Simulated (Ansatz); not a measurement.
Planning a run of Ansatz 0.2.0 on C2S3 (P2_1/c). The input:

```yaml
crystal:
  lattice:
    - [5.805, 0.0, 0.0]
    - [0.0, 6.6377, 0.0]
    - [-3.5391430821, 0.0, 10.1819277854]
  atoms:
    - { symbol: C, position: [0.4275340412, 0.9956591813, 0.0389019337] }
    - { symbol: C, position: [0.5724659588, 0.4956591813, 0.4610980663] }
    - { symbol: C, position: [0.5724659588, 0.0043408187, 0.9610980663] }
    - { symbol: C, position: [0.4275340412, 0.5043408187, 0.5389019337] }
    - { symbol: C, position: [0.2857765633, 0.3123523348, 0.8947240389] }
    - { symbol: C, position: [0.7142234367, 0.8123523348, 0.6052759611] }
    - { symbol: C, position: [0.7142234367, 0.6876476652, 0.1052759611] }
    - { symbol: C, position: [0.2857765633, 0.1876476652, 0.3947240389] }
    - { symbol: S, position: [0.2143970329, 0.1860506622, 0.019479966] }
    - { symbol: S, position: [0.7856029671, 0.6860506622, 0.480520034] }
    - { symbol: S, position: [0.7856029671, 0.8139493378, 0.980520034] }
    - { symbol: S, position: [0.2143970329, 0.3139493378, 0.519479966] }
    - { symbol: S, position: [0.5239473935, 0.2046179098, 0.852551854] }
    - { symbol: S, position: [0.4760526065, 0.7046179098, 0.647448146] }
    - { symbol: S, position: [0.4760526065, 0.7953820902, 0.147448146] }
    - { symbol: S, position: [0.5239473935, 0.2953820902, 0.352551854] }
    - { symbol: S, position: [0.1369031152, 0.5137988273, 0.8191576789] }
    - { symbol: S, position: [0.8630968848, 0.0137988273, 0.6808423211] }
    - { symbol: S, position: [0.8630968848, 0.4862011727, 0.1808423211] }
    - { symbol: S, position: [0.1369031152, 0.9862011727, 0.3191576789] }
kpoints:
  mp_grid: { grid: [4, 2, 2] }
hamiltonian:
  xc: pbe
  pseudopotentials: { kind: paw, azcp: { folder: soft_1 } }
scf:
  occupations: { method: fixed }
gw:
  n_empty_bands: 1027
  ecut_chi: 110.0
  qp_bands: [v4, c4]
  qp_kpoints: band_edges
  screening: { model: godby_needs }
```

```sh
ansatz run input.yaml --threads 2 --pin off --max-ram 92160MiB --backend cuda --events-out ev --progress --plain --runs-dir out --devices 1 --max-vram 13GiB
```

Estimate wall time and host memory on 1 × NVIDIA H100 80GB HBM3 (shared by 6 runs) with 2 threads of AMD EPYC 7R13 (Zen 3), shared host.

It took 2.6 min; on shared hardware allow 79 s to 5.2 min. Peak host memory was 5.8 GiB. The sizes that set the cost: 7669 plane waves a state, 12 irreducible k points, 1079 bands summed, 1033 plane waves in the screening and 10 SCF cycles.

The screening grows as filled bands × empty bands × pairs of k points, times the square of the screening basis for the matrix.

[Paths, hosts, dates, memory and timing lines, banners, echoed tables and standing remarks are left out of the program output.]

[Logs are printed without paths, hosts, clocks, repeated set-up lines and the standing remarks that a program may print on its own settings, such as how far it seeks lower states.]

[Runs of the session that timed out or met a known fault of the program may be left out.]

[Cells called generated may have been cut or substituted from an entry of the Crystallography Open Database or the Materials Project.]

[Hosts, paths, dates, database ids (printed as entryN), source tags and the programs' standing remarks are cut or masked in the printed files.]
